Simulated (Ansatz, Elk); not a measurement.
## How ScF (model structure) absorbs and reflects light

Aim: the dielectric function of ScF (model structure), and the optical constants that follow from it. The cell was made here by substitution or stacking, whether or not such a phase is known. It was built so: All Cl replaced by F and Y replaced by Sc in the R-3m structure of YCl. The cell is first relaxed with Ansatz.

Calculated with Elk 11.2.3 (patched build); DFT, PBE, all-electron APW+lo, Dirac cores, scalar-relativistic bands, independent-particle optical response without local fields.

### Step 1. The structure

Symmetry: R-3m, No. 166, trigonal system. The conventional cell has a = 3.001 Å, b = 3.001 Å, c = 22.011 Å, α = 90.00°, β = 90.00°, γ = 120.00°. Nearest to Sc lie 3 F at 2.20 Å. Nearest to F lie 3 Sc at 2.20 Å. All Cl replaced by F and Y replaced by Sc in the R-3m structure of YCl. Farther neighbours and most contacts between anions are not listed.

### Step 2. Relaxation

The structure was built or cut out here, so it is relaxed before any spectrum is computed.

This step: DFT, PBE, plane-wave PAW, default files, scalar-relativistic, relaxation (Ansatz 0.2.0).

input.yaml reads:

```yaml
crystal:
  lattice:
    - [1.5002774827, 0.8661856085, 7.33685788]
    - [-1.5002774827, 0.8661856085, 7.33685788]
    - [0.0, -1.7323712169, 7.33685788]
  atoms:
    - { symbol: Sc, position: [0.78317, 0.78317, 0.78317] }
    - { symbol: Sc, position: [0.21683, 0.21683, 0.21683] }
    - { symbol: F, position: [0.6117, 0.6117, 0.6117] }
    - { symbol: F, position: [0.3883, 0.3883, 0.3883] }
kpoints:
  mp_grid: { grid: [9, 9, 9] }
scf:
  occupations: { method: fermi_dirac, width: 0.05 }
hamiltonian:
  xc: pbe
output:
  forces: true
  stress: true
relax:
  f_tol: 0.02
  max_steps: 50
  cell: {}
```

Command:

```
$ ansatz run input.yaml --threads 2 --pin off --max-ram 5120MiB --backend cpu --events-out ev --progress --plain --runs-dir out
```

Numbers of over 12 decimals in the logs are rounded to 6 here.

Log:

```text
basis.fft_grid_basis auto: the FFT boxes are laid along the combinations [[1, 0, -1], [0, 1, -1], [0, 0, 1]] of the cell's own vectors, 3.001, 3.001 and 7.539 Å long. The dense box has 24×24×54 points. Along the cell's own vectors, as sized, it would have 54×54×54, 5.06 times as many. Of the 12 symmetry operations that the crystal satisfies within crystal.symmetry.tolerance (time reversal apart; of a slab, those that [...]
Engine: ansatz 0.2.0, x86_64-unknown-linux-gnu
Pseudopotentials: kind: paw
Pseudopotential: Sc, paw, valence charge 11, recommended cutoff 420 eV (normal), Sc.paw.azcp
Pseudopotential: F, paw, valence charge 7, recommended cutoff 420 eV (normal), F.paw.azcp
Functional definition: PBE
  parameter kappa = 0.804
  parameter beta = 0.066725
  exchange = pbe_x(kappa = kappa, mu = beta*pi^2/3)
  correlation = pbe_c(beta = beta)
Crystal: 4 atoms, lattice volume = 57.206 Å³
Basis set: ecut = 420 eV, 1099 PW (Γ), FFT grids on a1−a3, a2−a3, a3, exchange–correlation on 48×48×108 points (8 copies of the dense FFT grid, shifted against one another)
Bands: 22, of which v1, the nominal top of the filled ones, is band 18 counted from 1 (17 counted from 0)
Symmetry: 12 space group operations
Space group: R-3m (ITA 166), of the structure as read, at distance tolerance 3.9e-5 Å
k-points: 85 of 729
Non-local potential: Sc, projectors of the file, l = 0: 3, l = 1: 2, l = 2: 3, l = 3: 1
Non-local potential: F, projectors of the file, l = 0: 2, l = 1: 2, l = 2: 1
PAW form: soft (Blöchl's): semilocal exchange-correlation on the pseudo side does not see the compensation charge
PAW one-centre angular grid: Sc, 590 points (default); XC on 64 Gauss nodes
PAW one-centre angular grid: F, 110 points (default); XC on 64 Gauss nodes
Initial density: superposition of atomic densities (neutral atoms: chi_scale 0, normalization atom), corrected by the library's trained network
Initial wavefunctions: pseudopotential atomic-orbital guess
Functional: x = pbe(κ = 0.804, μ = 0.219515), c = pbe(β = 0.066725)
SCF iter   1: F=—  HF=-5891.493878 eV  |F-HF|=—  |Δ(HF+E_count)|=         —  Δρ=1.02e-2  dr2=4.85e-2  ethr=1.77e-3  ⟨swp⟩=4.2  Hψ=8239  notcnv=0
preconditioner: auto → LDOS  [metal: Δε(μ)=0.013 eV  Ē_g=17.681 eV  σ=0.050 eV  W_gap=0.07  n_scr=16 (ndim 8)  ℏωp=27.8 eV  f_vac=0.092  D(μ)=8.15/eV (n_scr^D=136)  β→1.0]
SCF iter   2: F=—  HF=-5891.483750 eV  |F-HF|=—  |Δ(HF+E_count)|=   1.01e-2  Δρ=3.73e-3  dr2=5.36e-3  ethr=1.35e-4  ⟨swp⟩=2.0  Hψ=4113  notcnv=0
SCF iter   3: F=—  HF=-5891.482438 eV  |F-HF|=—  |Δ(HF+E_count)|=   1.31e-3  Δρ=1.06e-3  dr2=7.80e-4  ethr=1.49e-5  ⟨swp⟩=2.0  Hψ=3701  notcnv=0
SCF iter   4: F=—  HF=-5891.482315 eV  |F-HF|=—  |Δ(HF+E_count)|=   1.23e-4  Δρ=3.22e-4  dr2=1.41e-4  ethr=2.17e-6  ⟨swp⟩=2.6  Hψ=3427  notcnv=0
SCF iter   5: F=—  HF=-5891.482301 eV  |F-HF|=—  |Δ(HF+E_count)|=   1.41e-5  Δρ=2.68e-4  dr2=3.45e-5  ethr=3.91e-7  ⟨swp⟩=2.0  Hψ=3144  notcnv=0
SCF iter   6: F=—  HF=-5891.482243 eV  |F-HF|=—  |Δ(HF+E_count)|=   5.80e-5  Δρ=5.85e-5  dr2=3.61e-6  ethr=9.58e-8  ⟨swp⟩=2.0  Hψ=3189  notcnv=0
SCF iter   7: F=—  HF=-5891.482242 eV  |F-HF|=—  |Δ(HF+E_count)|=   4.98e-7  Δρ=2.02e-5  dr2=2.05e-7  ethr=1.00e-8  ⟨swp⟩=2.0  Hψ=3068  notcnv=0
SCF iter   8: F=-5891.482242 eV  HF=-5891.482242 eV  |F-HF|=7.63e-9  |Δ(HF+E_count)|=   4.41e-8  Δρ=4.77e-6  dr2=5.99e-9  ethr=2.78e-10  ⟨swp⟩=4.1  Hψ=6131  notcnv=0
SCF 1 converged in 8 iterations: F = -5891.482242 eV  dr2 = 5.99e-9
  greatest PAW one-centre occupation: 0.998 electrons in one spin orbital (limit 2), on the Sc atom at site 1 (counted from 0), in its partial waves of l = 0
relax step   1: F+E_penalty+E_count = -5891.48224217 eV  Δ(F+E_penalty+E_count) = +0.000e0 eV  max|allowed force component| = 3.357e0 eV/Å  Δτ_max = 0.0000 Å  P = +14.696 GPa  Ω = 57.206 Å³  (8 SCF iters, dr2 threshold 1.00e-7 eV, accepted)
Crystal: 4 atoms, lattice volume = 64.908 Å³
Basis set: ecut = 420 eV, 1255 PW (Γ), FFT grids on a1−a3, a2−a3, a3, exchange–correlation on 48×48×108 points (8 copies of the dense FFT grid, shifted against one another)
Initial density: handed on by an earlier stage of this run
Initial wavefunctions: those handed on with the density
SCF iter   1: F=—  HF=-5893.956788 eV  |F-HF|=—  |Δ(HF+E_count)|=         —  Δρ=5.47e-2  dr2=6.88e0  ethr=3.10e-3  ⟨swp⟩=8.5  Hψ=9812  notcnv=0
preconditioner: auto → LDOS  [metal: Δε(μ)=0.019 eV  Ē_g=8.646 eV  σ=0.050 eV  W_gap=0.09  n_scr=16 (ndim 8)  ℏωp=18.4 eV  f_vac=0.098  D(μ)=6.92/eV (n_scr^D=94)  β→1.0]
SCF iter   2: F=—  HF=-5892.755145 eV  |F-HF|=—  |Δ(HF+E_count)|=    1.20e0  Δρ=4.55e-2  dr2=1.34e0  ethr=3.10e-3  ⟨swp⟩=3.2  Hψ=4693  notcnv=0
SCF iter   3: F=—  HF=-5892.470513 eV  |F-HF|=—  |Δ(HF+E_count)|=   2.85e-1  Δρ=1.37e-2  dr2=2.94e-1  ethr=3.10e-3  ⟨swp⟩=2.8  Hψ=4116  notcnv=0
SCF iter   4: F=—  HF=-5892.427147 eV  |F-HF|=—  |Δ(HF+E_count)|=   4.34e-2  Δρ=5.24e-3  dr2=5.16e-2  ethr=8.16e-4  ⟨swp⟩=2.0  Hψ=2905  notcnv=0
SCF iter   5: F=—  HF=-5892.419617 eV  |F-HF|=—  |Δ(HF+E_count)|=   7.53e-3  Δρ=1.62e-3  dr2=2.93e-3  ethr=1.43e-4  ⟨swp⟩=2.0  Hψ=2841  notcnv=0
SCF iter   6: F=—  HF=-5892.419900 eV  |F-HF|=—  |Δ(HF+E_count)|=   2.83e-4  Δρ=9.14e-4  dr2=2.59e-4  ethr=8.15e-6  ⟨swp⟩=2.3  Hψ=3449  notcnv=0
SCF iter   7: F=—  HF=-5892.420142 eV  |F-HF|=—  |Δ(HF+E_count)|=   2.42e-4  Δρ=3.81e-4  dr2=3.73e-5  ethr=7.20e-7  ⟨swp⟩=2.0  Hψ=2584  notcnv=0
SCF iter   8: F=—  HF=-5892.420212 eV  |F-HF|=—  |Δ(HF+E_count)|=   7.01e-5  Δρ=1.13e-4  dr2=4.21e-6  ethr=1.04e-7  ⟨swp⟩=2.6  Hψ=3220  notcnv=0
SCF iter   9: F=-5892.420217 eV  HF=-5892.420217 eV  |F-HF|=8.74e-8  |Δ(HF+E_count)|=   5.13e-6  Δρ=1.48e-5  dr2=7.04e-8  ethr=1.11e-9  ⟨swp⟩=2.5  Hψ=7371  notcnv=0
SCF 2 converged in 9 iterations: F = -5892.420217 eV  dr2 = 7.04e-8
relax step   2: F+E_penalty+E_count = -5892.42021705 eV  Δ(F+E_penalty+E_count) = -9.380e-1 eV  max|allowed force component| = 4.801e-1 eV/Å  Δτ_max = 0.1979 Å  P = +3.170 GPa  Ω = 64.908 Å³  energy of the carried Pulay correction = -1.953e-2 eV  (9 SCF iters, dr2 threshold 4.00e-7 eV, accepted)
Crystal: 4 atoms, lattice volume = 67.246 Å³
Basis set: ecut = 420 eV, 1315 PW (Γ), FFT grids on a1−a3, a2−a3, a3, exchange–correlation on 48×48×108 points (8 copies of the dense FFT grid, shifted against one another)
iter 1 solved again at ethr=5.20e-4 eV; its pass at ethr=3.10e-3 eV (dr2=1.87e-1 eV) is discarded
SCF iter   1: F=—  HF=-5892.595634 eV  |F-HF|=—  |Δ(HF+E_count)|=         —  Δρ=1.52e-2  dr2=1.89e-1  ethr=5.20e-4  ⟨swp⟩=1.0  Hψ=11597  notcnv=0
[...]
SCF iter   7: F=—  HF=-5892.518215 eV  |F-HF|=—  |Δ(HF+E_count)|=   1.22e-5  Δρ=6.26e-5  dr2=1.28e-6  ethr=4.01e-8  ⟨swp⟩=2.6  Hψ=3135  notcnv=0
SCF iter   8: F=-5892.518217 eV  HF=-5892.518217 eV  |F-HF|=1.59e-7  |Δ(HF+E_count)|=   2.23e-6  Δρ=1.52e-5  dr2=6.29e-8  ethr=1.11e-9  ⟨swp⟩=4.0  Hψ=6254  notcnv=0
SCF 3 converged in 8 iterations: F = -5892.518217 eV  dr2 = 6.29e-8
relax step   3: F+E_penalty+E_count = -5892.51821696 eV  Δ(F+E_penalty+E_count) = -9.800e-2 eV  max|allowed force component| = 3.141e-1 eV/Å  Δτ_max = 0.0814 Å  P = +1.463 GPa  Ω = 67.246 Å³  energy of the carried Pulay correction = -2.499e-2 eV  (8 SCF iters, dr2 threshold 4.00e-7 eV, accepted)
[... from here on, the SCF cycles and remarks between the steps are left out ...]
relax step   4: F+E_penalty+E_count = -5892.55814091 eV  Δ(F+E_penalty+E_count) = -3.992e-2 eV  max|allowed force component| = 9.051e-2 eV/Å  Δτ_max = 0.0097 Å  P = +0.618 GPa  Ω = 66.932 Å³  energy of the carried Pulay correction = -2.427e-2 eV  (7 SCF iters, dr2 threshold 4.00e-7 eV, accepted)
relax step   5: F+E_penalty+E_count = -5892.56418856 eV  Δ(F+E_penalty+E_count) = -6.048e-3 eV  max|allowed force component| = 3.873e-2 eV/Å  Δτ_max = 0.0370 Å  P = +0.326 GPa  Ω = 66.359 Å³  energy of the carried Pulay correction = -2.294e-2 eV  (7 SCF iters, dr2 threshold 4.00e-7 eV, accepted)
relax step   6: F+E_penalty+E_count = -5892.56345386 eV  Δ(F+E_penalty+E_count) = +7.347e-4 eV  max|allowed force component| = 6.325e-2 eV/Å  Δτ_max = 0.0172 Å  P = -0.589 GPa  Ω = 66.599 Å³  energy of the carried Pulay correction = -2.350e-2 eV  (6 SCF iters, dr2 threshold 3.05e-7 eV, rejected (line search))
relax step   7: F+E_penalty+E_count = -5892.56468821 eV  Δ(F+E_penalty+E_count) = -4.997e-4 eV  max|allowed force component| = 1.078e-2 eV/Å  Δτ_max = 0.0083 Å  P = +0.013 GPa  Ω = 66.390 Å³  energy of the carried Pulay correction = -2.302e-2 eV  (9 SCF iters, accepted)
relax step   8: F+E_penalty+E_count = -5892.56570779 eV  Δ(F+E_penalty+E_count) = -1.020e-3 eV  max|allowed force component| = 4.913e-3 eV/Å  Δτ_max = 0.0144 Å  P = +0.002 GPa  Ω = 66.075 Å³  energy of the carried Pulay correction = -2.228e-2 eV  (9 SCF iters, accepted)
relax step   9: F+E_penalty+E_count = -5892.65172157 eV  Δ(F+E_penalty+E_count) = -8.601e-2 eV  max|allowed force component| = 1.427e-3 eV/Å  Δτ_max = 0.0000 Å  P = +1.939 GPa  Ω = 66.075 Å³  stress off target by 2.58e0 GPa  SCF on the basis re-selected at this cell (its energy is not comparable with the rows above)  (9 SCF iters)
relax step  10: F+E_penalty+E_count = -5892.66258899 eV  Δ(F+E_penalty+E_count) = -1.087e-2 eV  max|allowed force component| = 1.629e-2 eV/Å  Δτ_max = 0.0256 Å  P = +0.307 GPa  Ω = 67.853 Å³  energy of the carried Pulay correction = -4.605e-3 eV  (7 SCF iters, dr2 threshold 4.00e-7 eV, accepted)
relax step  11: F+E_penalty+E_count = -5892.66151813 eV  Δ(F+E_penalty+E_count) = +1.071e-3 eV  max|allowed force component| = 3.043e-3 eV/Å  Δτ_max = 0.0109 Å  P = +0.022 GPa  Ω = 68.360 Å³  energy of the carried Pulay correction = -6.170e-3 eV  (6 SCF iters, dr2 threshold 2.57e-7 eV, accepted)
relax step  12: F+E_penalty+E_count = -5892.66081717 eV  Δ(F+E_penalty+E_count) = +7.010e-4 eV  max|allowed force component| = 2.136e-3 eV/Å  Δτ_max = 0.0080 Å  P = -0.014 GPa  Ω = 68.598 Å³  energy of the carried Pulay correction = -6.949e-3 eV  (7 SCF iters, dr2 threshold 8.54e-9 eV, accepted)
relax step  13: F+E_penalty+E_count = -5892.66826749 eV  Δ(F+E_penalty+E_count) = -7.450e-3 eV  max|allowed force component| = 2.428e-3 eV/Å  Δτ_max = 0.0000 Å  P = +0.044 GPa  Ω = 68.598 Å³  stress off target by 5.08e-2 GPa  SCF on the basis re-selected at this cell (its energy is not comparable with the rows above)  (8 SCF iters)
relax step  14: F+E_penalty+E_count = -5892.66782923 eV  Δ(F+E_penalty+E_count) = +4.383e-4 eV  max|allowed force component| = 2.668e-3 eV/Å  Δτ_max = 0.0066 Å  P = +0.004 GPa  Ω = 68.798 Å³  energy of the carried Pulay correction = -4.783e-4 eV  (7 SCF iters, dr2 threshold 6.46e-9 eV, accepted)
iter 1 solved again at ethr=8.26e-8 eV; its pass at ethr=3.10e-3 eV (dr2=2.97e-5 eV) is discarded
SCF iter   1: F=—  HF=-5892.668320 eV  |F-HF|=—  |Δ(HF+E_count)|=         —  Δρ=2.98e-5  dr2=7.71e-8  ethr=8.26e-8  ⟨swp⟩=3.1  Hψ=11857  notcnv=0
preconditioner: auto → LDOS  [metal: Δε(μ)=0.010 eV  Ē_g=7.289 eV  σ=0.050 eV  W_gap=0.05  n_scr=16 (ndim 8)  ℏωp=17.9 eV  f_vac=0.110  D(μ)=6.69/eV (n_scr^D=86)  β→1.0]
SCF iter   2: F=—  HF=-5892.668306 eV  |F-HF|=—  |Δ(HF+E_count)|=   1.44e-5  Δρ=1.05e-5  dr2=3.21e-8  ethr=2.14e-10  ⟨swp⟩=2.0  Hψ=3437  notcnv=0
SCF iter   3: F=—  HF=-5892.668306 eV  |F-HF|=—  |Δ(HF+E_count)|=   1.07e-8  Δρ=1.38e-6  dr2=7.14e-10  ethr=8.93e-11  ⟨swp⟩=2.0  Hψ=2620  notcnv=0
SCF iter   4: F=—  HF=-5892.668306 eV  |F-HF|=—  |Δ(HF+E_count)|=   2.13e-9  Δρ=4.89e-7  dr2=1.19e-10  ethr=1.98e-12  ⟨swp⟩=2.0  Hψ=3257  notcnv=0
SCF iter   5: F=-5892.668306 eV  HF=-5892.668306 eV  |F-HF|=6.37e-12  |Δ(HF+E_count)|=  1.46e-11  Δρ=1.47e-7  dr2=1.50e-11  ethr=1.00e-12  ⟨swp⟩=4.0  Hψ=6499  notcnv=0
SCF 15 converged in 5 iterations: F = -5892.668306 eV  dr2 = 1.50e-11
relax step  15: F+E_penalty+E_count = -5892.66830561 eV  Δ(F+E_penalty+E_count) = -4.764e-4 eV  max|allowed force component| = 2.676e-3 eV/Å  Δτ_max = 0.0000 Å  P = +0.008 GPa  Ω = 68.798 Å³  stress off target by 2.42e-2 GPa  SCF on the basis re-selected at this cell (its energy is not comparable with the rows above)  (5 SCF iters)
basis re-selected at this cell: Δ(F+E_penalty+E_count) = -4.764e-4 eV, ΔP = +0.004 GPa vs the last step (what re-selecting the basis moved, of the pressure what is left beyond the Pulay correction that the steps carried, after the strain that the cell walked since its last selection, with what the two solves' SCF thresholds leave and, on support functions, any second-order correction that the steps lacked; it is no m [...]
SCF converged after 5 iterations
Free energy (F): -5892.668306 eV
Harris-Foulkes:  -5892.668306 eV  (|F-HF|=6.37e-12)
Internal energy: -5892.615541 eV  (E = F + TS)
E sigma→0 (E₀):  -5892.641923 eV
Entropy (-TS):   -0.052765 eV (-13.191 meV/atom)
Fermi energy:    8.473166 eV
--- Per-component energies (eV) ---
  E_band       = -431.738428
  E_kinetic    = 935.925664
  E_local      = -3040.519245  (includes V_loc(G=0)·N_el)
  E_nonlocal   = 311.376611
  E_hartree    = 1094.340291
  E_xc         = -369.113034
  E_vxc        = -463.920076  (∫ρ·V_xc dr)
  E_paw        = -2311.468737  (= ΣΔE_a)
  E_vpaw       = -363.286147  (= ΣTr[D̂ρ^β])
  E_aug_tail   = 0.004107  (compensation charges beyond the density's cutoff)
  E_ewald      = -2513.161199
  E_smearing   = -0.052765  (= −TS)
  E_closure    = -0.000000  (closes the sum)
  Σ components = -5892.668306   (vs F -5892.668306, Δ=0.00e0)
--- Forces (eV/Å), atoms counted from 1 ---
  atom   1  Sc     0.00000000    -0.00000000    -0.00267601
  atom   2  Sc     0.00000000     0.00000000     0.00267601
  atom   3  F      0.00000000    -0.00000000    -0.00123435
  atom   4  F     -0.00000000     0.00000000     0.00123435
  max |Σ_I F_I| component: 2.17e-19 eV/Å
--- Stress (GPa, compression-positive) ---
        0.000270       0.000000       0.000000
        0.000000       0.000270       0.000000
        0.000000       0.000000       0.024191
  P = ⅓ Tr σ = 0.0082 GPa (0.082 kbar)
--- Relaxed structure (12 steps of the walk, 11 accepted, 3 SCFs on fresh bases) ---
  F+E_penalty+E_count = -5892.66830561 eV   max|allowed force component| = 2.676e-3 eV/Å   (the final SCF, on the basis selected at the relaxed cell)
  cell:  # Å, volume = 68.7983 Å³
    - [1.658486, 0.957527, 7.220442]
    - [-1.658486, 0.957527, 7.220442]
    - [0, -1.915054, 7.220442]
  atoms:
    - { symbol: Sc, position: [0.774491, 0.774491, 0.774491] }
    - { symbol: Sc, position: [0.225509, 0.225509, 0.225509] }
    - { symbol: F, position: [0.608730, 0.608730, 0.608730] }
    - { symbol: F, position: [0.391270, 0.391270, 0.391270] }
```

The job ended after 38 s (2 threads of Intel Xeon Platinum 8488C (Sapphire Rapids), shared host; peak memory 0.48 GiB; 72 s of CPU time).

Step by step:

```csv
step,energy less that of the first step (eV),largest force component (eV/Å),pressure (GPa),volume (Å³)
1,0.0000,3.3570,14.70,57.21
2,-0.9380,0.4801,3.17,64.91
3,-1.0360,0.3141,1.46,67.25
4,-1.0759,0.0905,0.62,66.93
5,-1.0819,0.0387,0.33,66.36
6,-1.0812,0.0633,-0.59,66.60
7,-1.0824,0.0108,0.01,66.39
8,-1.0835,0.0049,0.00,66.08
9*,-1.1695,0.0014,1.94,66.08
10,-1.1803,0.0163,0.31,67.85
11,-1.1793,0.0030,0.02,68.36
12,-1.1786,0.0021,-0.01,68.60
13*,-1.1860,0.0024,0.04,68.60
14,-1.1856,0.0027,0.00,68.80
15*,-1.1861,0.0027,0.01,68.80
```

Relaxation steps marked * repeat the geometry before them on a plane-wave basis chosen anew for their cell, so energy and pressure can jump there. Relaxation step 6 was tried and not accepted.

The run keeps the 12 symmetry operations that it works with, so distortions that break them were not tested.

```csv
"conventional cell, symmetrised",before,after,change
a (Å),3.001,3.317,+10.5 %
b (Å),3.001,3.317,+10.5 %
c (Å),22.011,21.661,-1.6 %
volume (Å³/atom),14.30,17.20,+20.3 %
```

The atoms that moved most (Å, as changes of fractional coordinates times the final cell):

```csv
atom,dx,dy,dz,length
Sc1,0.000,0.000,-0.188,0.188
Sc2,0.000,0.000,0.188,0.188
F4,0.000,0.000,0.064,0.064
F3,0.000,0.000,-0.064,0.064
```

The relaxed structure:

```cif
data_structure
_symmetry_space_group_name_H-M 'P 1'
_symmetry_Int_Tables_number 1
_cell_length_a 7.4701
_cell_length_b 7.4701
_cell_length_c 7.4701
_cell_angle_alpha 25.655
_cell_angle_beta 25.655
_cell_angle_gamma 25.655
_cell_volume 68.80
loop_
_atom_site_label
_atom_site_type_symbol
_atom_site_fract_x
_atom_site_fract_y
_atom_site_fract_z
_atom_site_occupancy
Sc1 Sc 0.77449 0.77449 0.77449 1
Sc2 Sc 0.22551 0.22551 0.22551 1
F3 F 0.60873 0.60873 0.60873 1
F4 F 0.39127 0.39127 0.39127 1
```

The relaxation ends with a largest force component of 0.0027 eV/Å and a pressure of 0.01 GPa.

(Part 1 of 2 ends here.)

[Machine, clock and banner lines and Python warnings are left out of the logs.]

[Logs are printed without paths, hosts, clocks, repeated set-up lines and the standing remarks that a program may print on its own settings, such as how far it seeks lower states.]

[Hosts, paths, dates, database ids (printed as entryN), source tags and the programs' standing remarks are cut or masked in the printed files.]
